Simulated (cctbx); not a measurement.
# GaCuTe2O8 with cctbx, script by script

Library: cctbx 2025.11. The data are simulated by the first script.

## 1. Simulate the data

run.py:

```python
from cctbx import adptbx, crystal, miller, sgtbx, xray
from cctbx.array_family import flex
from iotbx.shelx import hklf
from scitbx import matrix
import scitbx.random

cs = crystal.symmetry(unit_cell=(9.878, 12.13, 5.088, 90, 91.42, 90), space_group_symbol='Hall: -C 2yc')  # C2/c
atoms = [  # label, site, U (iso, or U11 U22 U33 U12 U13 U23 in A^2), occupancy
    ("Te1", (0.2547, 0.9061, 0.7521), (0.0189, 0.0200, 0.0245, -0.0016, 0.0007, -0.0011), 1),
    ("Ga1", (0.5, 0.66, 0.75), (0.0194, 0.0265, 0.0230, 0.0000, -0.0036, 0.0000), 1),
    ("Cu1", (0.5, 0.1507, 0.75), (0.0346, 0.0321, 0.0305, 0.0000, -0.0014, 0.0000), 1),
    ("O1", (0.8496, 0.0553, 0.9226), (0.0312, 0.0279, 0.0378, 0.0047, 0.0059, -0.0070), 1),
    ("O2", (0.6472, 0.0481, 0.5485), (0.0226, 0.0365, 0.0449, 0.0005, -0.0026, -0.0074), 1),
    ("O3", (0.3844, 0.8259, 0.9193), (0.0167, 0.0281, 0.0181, -0.0006, 0.0016, -0.0043), 1),
    ("O4", (0.6243, 0.3048, 0.5977), (0.0623, 0.0246, 0.0290, -0.0002, 0.0101, -0.0003), 1),
]
xs = xray.structure(crystal_symmetry=cs)
for label, site, u, occ in atoms:
    u = adptbx.u_cif_as_u_star(cs.unit_cell(), u) if isinstance(u, tuple) else u
    xs.add_scatterer(xray.scatterer(label, site=site, u=u, occupancy=occ))
xs.set_inelastic_form_factors(0.71073, "sasaki")
xs.show_summary()
p1 = xs.expand_to_p1()
ms = miller.build_set(p1, anomalous_flag=True, d_min=0.84)
flex.set_random_seed(448835)
scitbx.random.set_random_seed(448835)
ms = ms.select(flex.random_double(ms.size()) < 0.95)
i = ms.structure_factors_from_scatterers(p1, algorithm="direct").f_calc().as_intensity_array().data()
i = i * 5000 / flex.max(i)
sig = flex.sqrt(i + flex.pow2(0.06 * i) + 4 ** 2)
noise = scitbx.random.variate(scitbx.random.normal_distribution())(i.size())
data = ms.array(data=i + sig * noise, sigmas=sig).set_observation_type_xray_intensity()
with open("data.hkl", "w") as f:
    data.export_as_shelx_hklf(f)
print("reflections written:", data.size(), " <I/sigma> = %.1f" % flex.mean(data.data() / data.sigmas()))
for h, a, b in list(data.sort("data"))[:12]:
    print("%4d%4d%4d %9.1f %7.1f" % (h + (a, b)))
```

```console
$ python run.py
```

```text
Number of scatterers: 7
At special positions: 2
Unit cell: (9.878, 12.13, 5.088, 90, 91.42, 90)
Space group: C 1 2/c 1 (No. 15)
reflections written: 4112  <I/sigma> = 2.6
   2   2  -1    5761.5   308.2
  -2   2   1    5587.2   308.2
   2  -2  -1    5181.6   308.2
  -2   2  -1    5009.7   285.8
  -2  -2   1    4660.0   308.2
  -2  -2  -1    4632.9   285.8
   2   2   1    4619.9   285.8
  -4   0   2    4606.5   292.6
   2  -2   1    4568.0   285.8
   4   0  -2    4540.9   292.6
  -4   0  -2    3851.8   249.3
   4   0   2    3721.5   249.3
```

It took 0.28 s on 1 thread of Arm Neoverse V2, with other jobs on the host, peak memory 0.07 GiB.

## 2. Refinement (lightest element left out)

run.py:

```python
import math
from cctbx import adptbx, crystal, maptbx, sgtbx, xray
from cctbx.array_family import flex
from cctbx.xray import observations
from iotbx.shelx import hklf
from scitbx.lstbx import normal_eqns_solving
from smtbx import absolute_structure, utils
from smtbx.refinement import constraints, least_squares

cs = crystal.symmetry(unit_cell=(9.878, 12.13, 5.088, 90, 91.42, 90), space_group_symbol='Hall: -C 2yc')  # C2/c
atoms = [  # label, site, U (iso, or U11 U22 U33 U12 U13 U23 in A^2), occupancy
    ("Te1", (0.2576, 0.9065, 0.7496), 0.0200, 1),
    ("Ga1", (0.5, 0.6569, 0.75), 0.0200, 1),
    ("Cu1", (0.5, 0.1538, 0.75), 0.0200, 1),
]
xs = xray.structure(crystal_symmetry=cs)
for label, site, u, occ in atoms:
    u = adptbx.u_cif_as_u_star(cs.unit_cell(), u) if isinstance(u, tuple) else u
    xs.add_scatterer(xray.scatterer(label, site=site, u=u, occupancy=occ))
xs.set_inelastic_form_factors(0.71073, "sasaki")
raw = hklf.reader(file_name="data.hkl").as_miller_arrays(crystal_symmetry=cs, anomalous=True)[0]
merged = raw.eliminate_sys_absent().merge_equivalents()
fo2 = merged.array().set_observation_type_xray_intensity()
print("Rint %.3f, %d unique reflections to %.2f A" % (merged.r_int(), fo2.size(), fo2.d_min()))
for sc in xs.scatterers():
    sc.flags.set_grad_site(True)
    sc.flags.set_grad_u_aniso(sc.flags.use_u_aniso())
    sc.flags.set_grad_u_iso(sc.flags.use_u_iso())
obs = fo2.as_xray_observations()
extra = {}
rep = constraints.reparametrisation(xs, [], utils.connectivity_table(xs), **extra)
ls = least_squares.crystallographic_ls(obs, rep, weighting_scheme=least_squares.mainstream_shelx_weighting(a=0, b=0))
print("cycle     R1     wR2    GooF  max shift (A)")
for cycle in range(8):
    ls.build_up()
    r1, wr2, goof = ls.r1_factor(cutoff_factor=2)[0], ls.wR2(), ls.goof()
    old = xs.sites_cart()
    normal_eqns_solving.levenberg_marquardt_iterations(ls, n_max_iterations=3, tau=1e-06, step_threshold=1e-7)
    big = flex.max((xs.sites_cart() - old).norms())
    print("%4d %7.4f %7.4f %7.3f %9.5f" % (cycle + 1, r1, wr2, goof, big))
    ls.build_up(objective_only=True)
    if abs(ls.wR2() - wr2) < 5e-5 and big < 5e-4:
        break
ls.build_up()
print("final R1 %.4f wR2 %.4f GooF %.3f  parameters %d  data/parameter %.1f" % (ls.r1_factor(cutoff_factor=2)[0], ls.wR2(), ls.goof(), ls.n_parameters, fo2.size() / ls.n_parameters))
cov = ls.covariance_matrix_and_annotations()
su = dict(zip(cov.annotations, (math.sqrt(max(v, 0)) for v in cov.matrix.matrix_packed_u_diagonal())))
a2 = cs.unit_cell().reciprocal_parameters()[0] ** -2
print("atom        x        y        z      Ueq    occ   su(xyz)  su(Uiso or U11)")
for sc in xs.scatterers():
    s = max(su.get(sc.label + k, 0) for k in (".x", ".y", ".z"))
    npd = "" if sc.is_positive_definite_u(cs.unit_cell()) else "  NPD"
    print("%-5s %8.5f %8.5f %8.5f %8.4f %6.3f %8.5f %7.4f%s" % ((sc.label,) + sc.site + (sc.u_iso_or_equiv(cs.unit_cell()), sc.occupancy, s, su.get(sc.label + ".uiso", su.get(sc.label + ".u11", 0) * a2), npd)))
fo = fo2.f_sq_as_f()
fc = fo.structure_factors_from_scatterers(xs, algorithm="direct").f_calc()
diff = fo.f_obs_minus_f_calc(1 / math.sqrt(ls.scale_factor()), fc).average_bijvoet_mates()
m = diff.fft_map(symmetry_flags=maptbx.use_space_group_symmetry, resolution_factor=0.25).apply_volume_scaling()
print("difference map: max %.2f min %.2f rms %.2f" % (m.statistics().max(), m.statistics().min(), m.statistics().sigma()))
peaks = m.peak_search(parameters=maptbx.peak_search_parameters(min_distance_sym_equiv=0.6, max_clusters=8)).all()
near = xs.closest_distances(peaks.sites(), distance_cutoff=4)
sps = cs.special_position_settings(min_distance_sym_equiv=0.5)
for k, (x, h) in enumerate(zip(peaks.sites(), peaks.heights())):
    ss = sps.site_symmetry(x)
    print("Q%-3d %7.4f %7.4f %7.4f %4d %7.2f  %.2f A from %s" % ((k + 1,) + tuple(t % 1 for t in ss.exact_site()) + (ss.multiplicity(), h, near.smallest_distances[k], xs.scatterers()[near.i_seqs[k]].label)))
```

```console
$ python run.py
```

```text
Rint 0.054, 540 unique reflections to 0.84 A
cycle     R1     wR2    GooF  max shift (A)
   1  0.2042  0.4702   6.326   0.04806
   2  0.1683  0.4019   5.407   0.00015
final R1 0.1683 wR2 0.4019 GooF 5.407  parameters 8  data/parameter 67.5
atom        x        y        z      Ueq    occ   su(xyz)  su(Uiso or U11)
Te1    0.25498  0.90562  0.75252   0.0138  1.000  0.00072  0.0013
Ga1    0.50000  0.66086  0.75000   0.0110  1.000  0.00063  0.0019
Cu1    0.50000  0.15065  0.75000   0.0200  1.000  0.00080  0.0024
difference map: max 15.54 min -4.89 rms 1.85
Q1    0.2517  0.0950  0.2461    8   15.92  0.05 A from Te1
Q2    0.1143  0.3275  0.5826    8   14.77  1.79 A from Te1
Q3    0.1481  0.4560  0.0507    8   12.30  1.94 A from Te1
Q4    0.1515  0.0503  0.5689    8   11.90  2.00 A from Te1
Q5    0.1224  0.1943  0.1004    8   10.74  1.93 A from Te1
Q6    0.0000  0.1301  0.7500    4    6.41  0.37 A from Ga1
Q7    0.0000  0.3872  0.2500    4    4.11  0.46 A from Cu1
Q8    0.2557  0.9944  0.2527    8    3.35  1.21 A from Te1
```

Time: 0.45 s.

Figures of merit this high mean that the model is still wrong or incomplete.

## 3. Refinement (whole model)

run.py, as its changes from the last script of this kind:

```diff
@@ -14,0 +15,4 @@
+    ("O1", (0.8471, 0.0558, 0.9284), 0.0200, 1),
+    ("O2", (0.6478, 0.0482, 0.5422), 0.0200, 1),
+    ("O3", (0.3802, 0.8264, 0.9214), 0.0200, 1),
+    ("O4", (0.6246, 0.3062, 0.5975), 0.0200, 1),
@@ -59 +63 @@
-peaks = m.peak_search(parameters=maptbx.peak_search_parameters(min_distance_sym_equiv=0.6, max_clusters=8)).all()
+peaks = m.peak_search(parameters=maptbx.peak_search_parameters(min_distance_sym_equiv=0.6, max_clusters=6)).all()
```

```console
$ python run.py
```

```text
Rint 0.054, 540 unique reflections to 0.84 A
cycle     R1     wR2    GooF  max shift (A)
   1  0.1143  0.3089   4.219   0.04860
   2  0.0417  0.1037   1.417   0.00123
   3  0.0417  0.1037   1.417   0.00001
final R1 0.0417 wR2 0.1037 GooF 1.417  parameters 24  data/parameter 22.5
atom        x        y        z      Ueq    occ   su(xyz)  su(Uiso or U11)
Te1    0.25474  0.90608  0.75233   0.0210  1.000  0.00017  0.0003
Ga1    0.50000  0.65999  0.75000   0.0225  1.000  0.00015  0.0005
Cu1    0.50000  0.15041  0.75000   0.0329  1.000  0.00020  0.0006
O1     0.85046  0.05556  0.92541   0.0342  1.000  0.00202  0.0021
O2     0.64725  0.04812  0.54952   0.0327  1.000  0.00196  0.0021
O3     0.38447  0.82437  0.92062   0.0202  1.000  0.00164  0.0018
O4     0.62513  0.30502  0.59657   0.0396  1.000  0.00212  0.0024
difference map: max 2.39 min -1.80 rms 0.36
Q1    0.2565  0.1029  0.3627    8    2.44  0.57 A from Te1
Q2    0.2454  0.0818  0.1587    8    2.28  0.50 A from Te1
Q3    0.0286  0.1472  0.6649    8    1.67  0.55 A from Ga1
Q4    0.1271  0.4576  0.1534    8    1.52  0.57 A from O2
Q5    0.1819  0.2115  0.1276    8    1.14  0.61 A from O4
Q6    0.0000  0.2088  0.7500    4    1.11  0.59 A from Ga1
```

Time: 0.5 s.

## 4. Simulate the data

run.py, as its changes from the last script of this kind:

```diff
@@ -21 +21 @@
-xs.set_inelastic_form_factors(0.71073, "sasaki")
+xs.switch_to_neutron_scattering_dictionary()
@@ -24 +24 @@
-ms = miller.build_set(p1, anomalous_flag=True, d_min=0.84)
+ms = miller.build_set(p1, anomalous_flag=True, d_min=0.8)
```

```console
$ python run.py
```

```text
Number of scatterers: 7
At special positions: 2
Unit cell: (9.878, 12.13, 5.088, 90, 91.42, 90)
Space group: C 1 2/c 1 (No. 15)
reflections written: 4771  <I/sigma> = 2.9
   0   4  -3    5306.0   296.1
   4   0  -2    5091.2   308.2
   0  -4   3    4781.4   296.1
  -4   0   2    4669.9   308.2
   0   4   3    4125.0   296.1
  -2  -4   1    3379.0   199.4
  -8   0   0    3371.3   212.2
   8   0   0    3303.5   212.2
   4  -4   1    3259.0   205.7
  -4   4  -1    3257.7   205.7
   2   0   2    3241.1   201.9
  -4  -4  -1    3169.7   205.7
```

Time: 0.29 s.

## 5. Refinement (lightest element left out)

run.py, as its changes from the last script of this kind:

```diff
@@ -12,7 +12,3 @@
-    ("Te1", (0.2576, 0.9065, 0.7496), 0.0200, 1),
-    ("Ga1", (0.5, 0.6569, 0.75), 0.0200, 1),
-    ("Cu1", (0.5, 0.1538, 0.75), 0.0200, 1),
-    ("O1", (0.8471, 0.0558, 0.9284), 0.0200, 1),
-    ("O2", (0.6478, 0.0482, 0.5422), 0.0200, 1),
-    ("O3", (0.3802, 0.8264, 0.9214), 0.0200, 1),
-    ("O4", (0.6246, 0.3062, 0.5975), 0.0200, 1),
+    ("Te1", (0.2571, 0.9062, 0.7594), 0.0200, 1),
+    ("Ga1", (0.5, 0.6548, 0.75), 0.0200, 1),
+    ("Cu1", (0.5, 0.1539, 0.75), 0.0200, 1),
@@ -24 +20 @@
-xs.set_inelastic_form_factors(0.71073, "sasaki")
+xs.switch_to_neutron_scattering_dictionary()
@@ -63 +59 @@
-peaks = m.peak_search(parameters=maptbx.peak_search_parameters(min_distance_sym_equiv=0.6, max_clusters=6)).all()
+peaks = m.peak_search(parameters=maptbx.peak_search_parameters(min_distance_sym_equiv=0.6, max_clusters=8)).all()
```

```console
$ python run.py
```

```text
Rint 0.062, 628 unique reflections to 0.80 A
cycle     R1     wR2    GooF  max shift (A)
   1  0.8096  0.9610  12.960   0.17081
   2  0.7171  0.9314  12.560   0.03375
   3  0.7394  0.9435  12.724   0.02352
   4  0.7163  0.9305  12.549   0.00797
   5  0.7350  0.9415  12.697   0.01387
   6  0.7168  0.9303  12.546   0.00633
   7  0.7327  0.9402  12.680   0.01159
   8  0.7175  0.9302  12.544   0.00513
final R1 0.7312 wR2 0.9393 GooF 12.667  parameters 8  data/parameter 78.5
atom        x        y        z      Ueq    occ   su(xyz)  su(Uiso or U11)
Te1    0.26791  0.91408  0.72885   0.0059  1.000  0.00740  0.0069
Ga1    0.50000  0.64901  0.75000   0.0155  1.000  0.00423  0.0103
Cu1    0.50000  0.14412  0.75000   0.0071  1.000  0.00364  0.0076
difference map: max 90.77 min -25.11 rms 7.08
Q1    0.0000  0.3564  0.2500    4   94.71  0.01 A from Cu1
Q2    0.0000  0.1492  0.7500    4   87.66  0.00 A from Ga1
Q3    0.2438  0.4130  0.7563    8   53.54  0.14 A from Te1
Q4    0.0000  0.2535  0.7500    4   32.90  1.27 A from Ga1
Q5    0.1389  0.4289  0.4188    8   27.70  1.83 A from Cu1
Q6    0.1540  0.0486  0.5553    8   26.94  2.08 A from Te1
Q7    0.0971  0.2956  0.9312    8   25.92  2.04 A from Cu1
Q8    0.1114  0.3258  0.5868    8   25.88  1.84 A from Te1
```

Time: 0.76 s.

Figures of merit this high mean that the model is still wrong or incomplete.

## 6. Refinement (whole model)

run.py, as its changes from the last script of this kind:

```diff
@@ -14,0 +15,4 @@
+    ("O1", (0.8504, 0.0562, 0.9288), 0.0200, 1),
+    ("O2", (0.645, 0.0481, 0.5468), 0.0200, 1),
+    ("O3", (0.3854, 0.8259, 0.9232), 0.0200, 1),
+    ("O4", (0.6247, 0.3061, 0.6023), 0.0200, 1),
@@ -59 +63 @@
-peaks = m.peak_search(parameters=maptbx.peak_search_parameters(min_distance_sym_equiv=0.6, max_clusters=8)).all()
+peaks = m.peak_search(parameters=maptbx.peak_search_parameters(min_distance_sym_equiv=0.6, max_clusters=6)).all()
```

```console
$ python run.py
```

```text
Rint 0.062, 628 unique reflections to 0.80 A
cycle     R1     wR2    GooF  max shift (A)
   1  0.2049  0.4542   6.206   0.05677
   2  0.0898  0.2199   3.004   0.00019
final R1 0.0898 wR2 0.2199 GooF 3.004  parameters 24  data/parameter 26.2
atom        x        y        z      Ueq    occ   su(xyz)  su(Uiso or U11)
Te1    0.25418  0.90595  0.75219   0.0225  1.000  0.00053  0.0007
Ga1    0.50000  0.65948  0.75000   0.0243  1.000  0.00026  0.0008
Cu1    0.50000  0.15092  0.75000   0.0335  1.000  0.00029  0.0009
O1     0.84949  0.05553  0.92314   0.0326  1.000  0.00062  0.0008
O2     0.64703  0.04823  0.54845   0.0359  1.000  0.00067  0.0009
O3     0.38506  0.82585  0.91958   0.0228  1.000  0.00056  0.0007
O4     0.62417  0.30518  0.59708   0.0359  1.000  0.00072  0.0009
difference map: max 2.27 min -1.76 rms 0.30
Q1    0.0730  0.1983  0.0625    8    2.36  0.53 A from O4
Q2    0.1765  0.1951  0.1332    8    2.36  0.54 A from O4
Q3    0.1494  0.4343  0.9651    8    1.68  0.48 A from O2
Q4    0.1414  0.4700  0.1326    8    1.54  0.49 A from O2
Q5    0.1577  0.0706  0.6588    8    1.45  0.46 A from O1
Q6    0.1191  0.3617  0.6089    8    1.41  0.46 A from O3
```

It took 0.46 s on 1 thread of Arm Neoverse V2, with other jobs on the host, peak memory 0.09 GiB.

Figures of merit this high mean that the model is still wrong or incomplete.

[Logs are printed without paths, hosts, clocks, repeated set-up lines and the standing remarks that a program may print on its own settings, such as how far it seeks lower states.]
